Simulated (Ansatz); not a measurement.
# Rh(100) film, 1 layer, flat: channels in plane against thickness, part 2 of 2

Wanted: in-plane conductance by layer count, from Rh(100) film, 1 layer, flat.

Ansatz 0.2.0; Ansatz plane-wave DFT, PBE, PAW files; ballistic transport by layer matching (Landauer), zero bias.

So far, lead conductance per cell (G₀): step 2 (with 1 layer) 2.70.

### Step 5. With 4 layers, thickness 7.606 A

The film grows to 4 layers.

System of this step: Rh(100) film, 4 layers, flat. The cell holds 4 atoms: 4 Rh. Its edges and angles: a = 16.705 Å, b = 2.689 Å, c = 2.689 Å, α = 90.0°, β = 90.0°, γ = 90.0°. It derives from Rh. Vacuum lies along a. The structure's axis is c.

Contents of input.yaml:

```yaml
crystal:
  lattice:
    - [16.70465, 0.0, 0.0]
    - [0.0, 2.6891977995, 0.0]
    - [0.0, 0.0, 2.6891977995]
  atoms:
    - { symbol: Rh, position: [0.2693860691, 0.0, 0.0] }
    - { symbol: Rh, position: [0.3832196424, 0.5, 0.5] }
    - { symbol: Rh, position: [0.4970532157, 0.0, 0.0] }
    - { symbol: Rh, position: [0.610886789, 0.5, 0.5] }
kpoints:
  mp_grid: { grid: [1, 15, 15] }
hamiltonian:
  xc: pbe
scf:
  occupations: { method: fermi_dirac, width: 0.1 }
output:
  transmission:
    leads: [[0, 0]]
    kmesh: [1, 46]
    e_range: [-0.27, 0.27]
    de: 0.036
```

Command:

```sh
$ ansatz run input.yaml --threads 4 --pin off --max-ram 8192MiB --backend cpu --events-out ev --progress --plain --runs-dir out
```

Numbers of over 12 decimals in the logs are rounded to 6 here.

The log of the run:

```text
[...]
Crystal: 4 atoms, lattice volume = 120.804 Å³
Basis set: ecut = 420 eV, 2387 PW (Γ)
Bands: 41, of which v1, the nominal top of the filled ones, is band 34 counted from 1 (33 counted from 0)
Symmetry: 16 space group operations
[...]
k-points: 36 of 225
[...]
k-point 35: bands = [... 30 lower, 7.6988, 7.7197, 8.2886, 8.3565, 8.8362, 8.8876, 11.7634, 12.2888, ... 3 higher]
--- Transmission ---
  basis      : 395 plane waves across, 4 finite elements along
  points     : 24, standing for a mesh of 1 x 46
[...]
crystal 0  : Rh4, at the sites [0, 0], period 2.6892 Å: whole cells are its period
[...]
filled         : 13.1 meV over the level at which it is neutral
    channels       : 6.282609e0 a spin
[...]
[key lines of the parts left out:]
SCF converged after 8 iterations
Free energy (F): -25609.440149 eV
Fermi energy:    7.431384 eV
```

It took 4.2 min on 4 threads of AMD EPYC 9R45, shared host; peak memory 1.7 GiB.

This step gave:

```yaml
free_energy: -25609.4401 eV
energy_at_zero_smearing: -25609.3135 eV
fermi_energy: 7.431 eV
cell_area: 44.92 Å²
estimated_errors_of_the_lead_s_conductance: 0, 5.2, 1.9 % (band edges, k-mesh, distance from neutral)
lead_conductance_per_cell: 6.241 G₀
```

Per spin. The open channels, zone mean, lead by energy, zero at the Fermi level:

```
energy (eV)  open channels, zone mean, lead
     -0.270                            5.65
     -0.234                            5.74
     -0.198                            5.87
     -0.162                            6.20
     -0.126                            6.24
     -0.090                            6.72
     -0.054                            6.80
     -0.018                            6.63
      0.018                            6.28
      0.054                            5.37
      0.090                            4.93
      0.126                            4.11
      0.162                            3.93
      0.198                            3.80
      0.234                            3.89
      0.270                            3.89
```

The lead conductance per cell is 6.24 G₀, 59 % over the 3.92 G₀ of the last finished run.

### Step 6. With 5 layers, thickness 9.508 A

The film grows to 5 layers.

System of this step: Rh(100) film, 5 layers, flat. The cell holds 5 atoms: 5 Rh. Cell: a = 18.606 Å, b = 2.689 Å, c = 2.689 Å, α = 90.0°, β = 90.0°, γ = 90.0°. It derives from Rh. Vacuum lies along a. The structure's axis is c.

input.yaml, the sections that differ from step 5:

```yaml
crystal:
  lattice:
    - [18.6062, 0.0, 0.0]
    - [0.0, 2.6891977995, 0.0]
    - [0.0, 0.0, 2.6891977995]
  atoms:
    - { symbol: Rh, position: [0.2418548656, 0.0, 0.0] }
    - { symbol: Rh, position: [0.3440546699, 0.5, 0.5] }
    - { symbol: Rh, position: [0.4462544743, 0.0, 0.0] }
    - { symbol: Rh, position: [0.5484542787, 0.5, 0.5] }
    - { symbol: Rh, position: [0.650654083, 0.0, 0.0] }
# kpoints, hamiltonian, scf, output: as in step 5
```

The log of the run:

```text
[...]
Crystal: 5 atoms, lattice volume = 134.556 Å³
Basis set: ecut = 420 eV, 2683 PW (Γ)
Bands: 51, of which v1, the nominal top of the filled ones, is band 43 counted from 1 (42 counted from 0)
Symmetry: 16 space group operations
[...]
k-points: 36 of 225
[...]
k-point 35: bands = [... 39 lower, 9.3428, 9.7973, 9.8816, 9.8937, 10.3637, 10.4025, 13.0073, 13.5380, ... 4 higher]
--- Transmission ---
  basis      : 447 plane waves across, 4 finite elements along
  points     : 24, standing for a mesh of 1 x 46
[...]
crystal 0  : Rh5, at the sites [0, 0], period 2.6892 Å: whole cells are its period
[...]
filled         : 9.8 meV under the level at which it is neutral
    channels       : 6.391304e0 a spin
[...]
[key lines of the parts left out:]
SCF converged after 8 iterations
Free energy (F): -32012.361890 eV
Fermi energy:    8.967741 eV
```

The job ended after 6.4 min (4 threads; peak memory 2.1 GiB; 24 min of CPU time).

This step gave:

```yaml
free_energy: -32012.3619 eV
energy_at_zero_smearing: -32012.2256 eV
fermi_energy: 8.968 eV
cell_area: 50.04 Å²
estimated_errors_of_the_lead_s_conductance: 0, 3.9, 0.4 % (band edges, k-mesh, distance from neutral)
lead_conductance_per_cell: 6.330 G₀
```

Per spin. The open channels, zone mean, lead by energy, zero at the Fermi level:

```
energy (eV)  open channels, zone mean, lead
     -0.270                            6.80
     -0.234                            6.41
     -0.198                            6.15
     -0.162                            5.93
     -0.126                            6.15
     -0.090                            6.09
     -0.054                            6.09
     -0.018                            6.30
      0.018                            6.39
      0.054                            6.74
      0.090                            6.72
      0.126                            6.24
      0.162                            6.24
      0.198                            6.37
      0.234                            5.93
      0.270                            6.26
```

The lead conductance per cell is 6.33 G₀, 1.4 % over the 6.24 G₀ of the last finished run, within the error estimates, leads' steps apart, of 5.2 and 3.9 %.

### Step 7. Cost and result by level

Times are for 4 threads of AMD EPYC 9R45, shared host. The series side by side:

```
no.  layers  lead conductance per cell (G₀)     time  memory (GiB)
  1       1                           2.699     42 s          0.78
  2       2                           3.629     75 s           1.0
  3       3                           3.923  2.3 min           1.4
  4       4                           6.241  4.2 min           1.7
  5       5                           6.330  6.4 min           2.1
```

The runs together. Open channels, zone mean against energy, zero at the Fermi level:

```
energy (eV)     1     2     3     4     5
     -0.270  2.39  3.35  3.46  5.65  6.80
     -0.234  2.22  3.30  3.33  5.74  6.41
     -0.198  2.35  3.57  3.46  5.87  6.15
     -0.162  2.22  3.57  3.63  6.20  5.93
     -0.126  2.22  3.74  3.67  6.24  6.15
     -0.090  2.39  3.78  3.63  6.72  6.09
     -0.054  2.39  3.74  3.93  6.80  6.09
     -0.018  2.52  3.93  3.85  6.63  6.30
      0.018  2.91  3.41  4.13  6.28  6.39
      0.054  2.87   3.5  4.04  5.37  6.74
      0.090  2.63  2.98  3.91  4.93  6.72
      0.126  2.63  2.63  3.87  4.11  6.24
      0.162  2.59  2.59  3.83  3.93  6.24
      0.198  2.28  2.24  3.96  3.80  6.37
      0.234  2.20  2.20  3.96  3.89  5.93
      0.270  2.07  2.15  3.91  3.89  6.26
```

### Step 8. Results

```json
{
 "conductance per cell, 1 layer": "2.70 G₀",
 "conductance per cell, 2 layers": "3.63 G₀",
 "conductance per cell, 3 layers": "3.92 G₀",
 "conductance per cell, 4 layers": "6.24 G₀",
 "conductance per cell, 5 layers": "6.33 G₀"
}
```

What this shows: The conductance per cell width goes from 2.70 G0 at 1 to 6.33 G0 at 5 layers. Over the film's own cross-section (layers × spacing × width) the conductance runs from 4.1 to 1.9×10¹⁵ S/m²; that nominal section leaves out the charge that spills into the vacuum, which flatters the thinnest films. The gains from one thickness to the next are 0.93, 0.29, 2.3 and 0.088 G0 per added layer; they differ by more than the error estimates allow, as expected where subbands cross the Fermi level in steps. The film repeats perfectly along the current, so nothing scatters; its faces are clean and not relaxed. Very thin films of this metal can turn magnetic, which an unpolarised run can't show. The program's error estimates for the conductances, leads' steps apart, run from 3.9 to 8.7 %.

[Logs are printed without paths, hosts, clocks, repeated set-up lines and the standing remarks that a program may print on its own settings, such as how far it seeks lower states.]

[Hosts, paths, dates, database ids (printed as entryN), source tags and the programs' standing remarks are cut or masked in the printed files.]
